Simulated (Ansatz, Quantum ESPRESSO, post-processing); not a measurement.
# Work-function anisotropy of Ta, part 2 of 2

Wanted: work functions of Ta face by face, under two functionals.

Quantum ESPRESSO 7.5; plane-wave DFT, PBE, GBRV ultrasoft pseudopotentials; geometry and cross-check by Ansatz 0.2.0 with PAW datasets.

So far. Step 11 (Potential by pp.x of (100)): On (100) the work function under LDA lies +0.25 eV from PBE's. Step 12 (Geometry from Ansatz of (111)): The relaxation lowers the energy by 69 meV an atom. Held were the atoms numbered 3, 4, 5, 6 and 7; the forces quoted are those on the free ones.

### Step 14. Electrostatic potential of (111)

Input file 111.pbe.pot.in:

```
&inputpp
  prefix = '111.pbe'
  outdir = './out'
  filplot = '111.pbe.pot.dat'
  plot_num = 11
/
```

Started as:

```console
$ OMP_NUM_THREADS=1 mpirun -n 4 pp.x -in 111.pbe.pot.in > 111.pbe.pot.out
```

Wall time 1.1 s (4 MPI ranks of Arm Neoverse V2, shared host); peak memory 0.24 GiB; 4 s of CPU time.

This step gave:

```
work function of the upper face                                       : 3.721 eV
slope of the potential above                                          : 5.74e-4 eV/Å
upper vacuum line continued to the top atoms, over the Fermi level    : 3.717 eV
work function of the lower face                                       : 3.721 eV
slope of the potential below                                          : -4.10e-4 eV/Å
lower vacuum line continued to the bottom atoms, over the Fermi level : 3.718 eV
```

Electrostatic potential energy of an electron; zero at the Fermi level. The potential energy, planar mean by z:

z (Å), potential energy, planar mean (eV) and a bar from the least value:
```
        0       3.72 ##############################
        1       3.72 ##############################
        2       3.72 ##############################
        3       3.72 ##############################
        4       3.72 ##############################
        5       3.70 ##############################
        6       3.56 ##############################
        7       2.24 ##########################
        8      -2.93 ###########
        9      -6.63 
       10      -5.79 ##
       11      -5.22 ####
       12      -5.24 ####
       13      -5.46 ###
       14      -6.09 ##
       15      -6.19 #
       16      -1.24 ################
       17       3.05 ############################
       18       3.65 ##############################
       19       3.71 ##############################
       20       3.72 ##############################
       21       3.72 ##############################
       22       3.72 ##############################
       23       3.72 ##############################
```

### Step 15. Ground state of (111), LDA

Level of this step: plane-wave DFT, LDA, GBRV ultrasoft pseudopotentials (Quantum ESPRESSO 7.5).

Input file 111.lda.in:

```
&control
  prefix = '111.lda'
  outdir = './out'
  pseudo_dir = './pseudo'
  calculation = 'scf'
  tprnfor = .true.
/
&system
  ibrav = 0
  nat = 9
  ntyp = 1
  ecutwfc = 40
  ecutrho = 200
  occupations = 'smearing'
  smearing = 'mv'
  degauss = 0.02
/
&electrons
  conv_thr = 1e-07
  mixing_beta = 0.4
  electron_maxstep = 120
  mixing_mode = 'local-TF'
/
ATOMIC_SPECIES
  Ta  180.9479  ta_lda_v1.uspp.F.UPF
CELL_PARAMETERS angstrom
  4.68104689147392 0.00000000002887 0.00000000000000
  2.34052344571196 4.05390552433702 0.00000000000000
  0.00000000000000 0.00000000000000 23.64411756410000
ATOMIC_POSITIONS crystal
  Ta  0.333333333333 0.333333333333 0.349717983133
  Ta  0.666666666667 0.666666666667 0.383664758782
  Ta  0.000000000000 0.000000000000 0.419175271100
  Ta  0.333333333333 0.333333333333 0.459587635600
  Ta  0.666666666667 0.666666666667 0.500000000000
  Ta  0.000000000000 0.000000000000 0.540412364400
  Ta  0.333333333333 0.333333333333 0.580824728900
  Ta  0.666666666667 0.666666666667 0.616335210780
  Ta  -0.000000000000 0.000000000000 0.650281961498
K_POINTS automatic
  6 6 1 0 0 0
```

Started as:

```console
$ OMP_NUM_THREADS=1 mpirun -n 4 pw.x -nk 2 -in 111.lda.in > 111.lda.out
```

Run time: 91 s. Hardware: 4 MPI ranks; peak memory 1.1 GiB; 6 min of CPU time.

Numbers from this step:

| Property | Result |
| --- | --- |
| free energy | -17370.6073 eV |
| Fermi energy | 4.187 eV |

### Step 16. Potential by pp.x of (111)

Input file 111.lda.pot.in:

```
&inputpp
  prefix = '111.lda'
  outdir = './out'
  filplot = '111.lda.pot.dat'
  plot_num = 11
/
```

Started as:

```console
$ OMP_NUM_THREADS=1 mpirun -n 4 pp.x -in 111.lda.pot.in > 111.lda.pot.out
```

Run time: 1 s. Hardware: 4 MPI ranks; peak memory 0.24 GiB; 3.9 s of CPU time.

Numbers from this step:

```
work function of the upper face                                       : 3.997 eV
slope of the potential above                                          : 4.28e-4 eV/Å
upper vacuum line continued to the top atoms, over the Fermi level    : 3.995 eV
work function of the lower face                                       : 3.997 eV
slope of the potential below                                          : -2.95e-4 eV/Å
lower vacuum line continued to the bottom atoms, over the Fermi level : 3.995 eV
```

On (111) the work function under LDA lies +0.28 eV from PBE's.

### Step 17. The series side by side

All levels:

```tsv
level	work function (eV)	Ansatz, PBE (eV)	CPU time (s)
(110), PBE	4.768	4.739	555.8
(110), LDA	4.995	-	698.7
(100), PBE	3.758	3.769	180.6
(100), LDA	4.011	-	181.7
(111), PBE	3.721	3.747	407.8
(111), LDA	3.997	-	362.6
```

### Step 18. Worked from the printed numbers

For (110) under PBE, on the run's own zero: φ = 12.826 − (8.058) = 4.768 eV.

### Step 19. What came out

- work function of (110), PBE: 4.77 eV
- work function of (110), LDA: 5.00 eV
- work function of (100), PBE: 3.76 eV
- work function of (100), LDA: 4.01 eV
- work function of (111), PBE: 3.72 eV
- work function of (111), LDA: 4.00 eV

What this shows: Under PBE the work functions are 4.77 eV on (110), 3.76 eV on (100) and 3.72 eV on (111). In order of packing, from 7.75 to 18.98 Å² an atom, the faces are (110), (100) and (111). The work function falls in the same order, as Smoluchowski's picture of charge smoothing over rough faces expects, though faces within 0.08 eV of each other are not told apart by these slabs. LDA lies +0.23 to +0.28 eV from PBE on the same atoms, nearly a rigid shift. The top two spacings change by -3.7 and +0.7 % on (110), -12.8 and +2.3 % on (100) and -16.0 and -12.1 % on (111). Ansatz, with Fermi-Dirac smearing and its own datasets, agrees within 0.03 eV under PBE. The slabs are thin and unreconstructed, at the tabulated lattice constant; thickness and mesh leave some 0.05 to 0.1 eV open. Spin-orbit coupling is left out; depending on the atoms that carry the levels of interest, it can split and shift them by tenths of an eV to an eV or more.

Computed beside measured:

```
                   quantity  measured              PBE              LDA
work function of (110) (eV)      4.74  4.77 (+0.03 eV)  5.00 (+0.26 eV)
work function of (100) (eV)       4.1  3.76 (-0.34 eV)  4.01 (-0.09 eV)
work function of (111) (eV)       3.5  3.72 (+0.22 eV)  4.00 (+0.50 eV)
```

Measured values from arxiv:1902.07811 (2019).

**Verdict.** The grades are ours: good and fair within 3 and 7 % for the work function of (110), 3 and 7 % for the work function of (100) and 3 and 7 % for the work function of (111). Other measurements of the same face can differ from the value quoted by 0.1 to 0.2 eV.

[Logs are printed without paths, hosts, clocks, repeated set-up lines and the standing remarks that a program may print on its own settings, such as how far it seeks lower states.]

[Hosts, paths, dates, database ids (printed as entryN), source tags and the programs' standing remarks are cut or masked in the printed files.]

[Maps of the electrostatic potential energy from Ansatz leave out the sawtooth potential of an applied field or a dipole correction, so their vacuum need not be flat; planar profiles and work functions include it.]
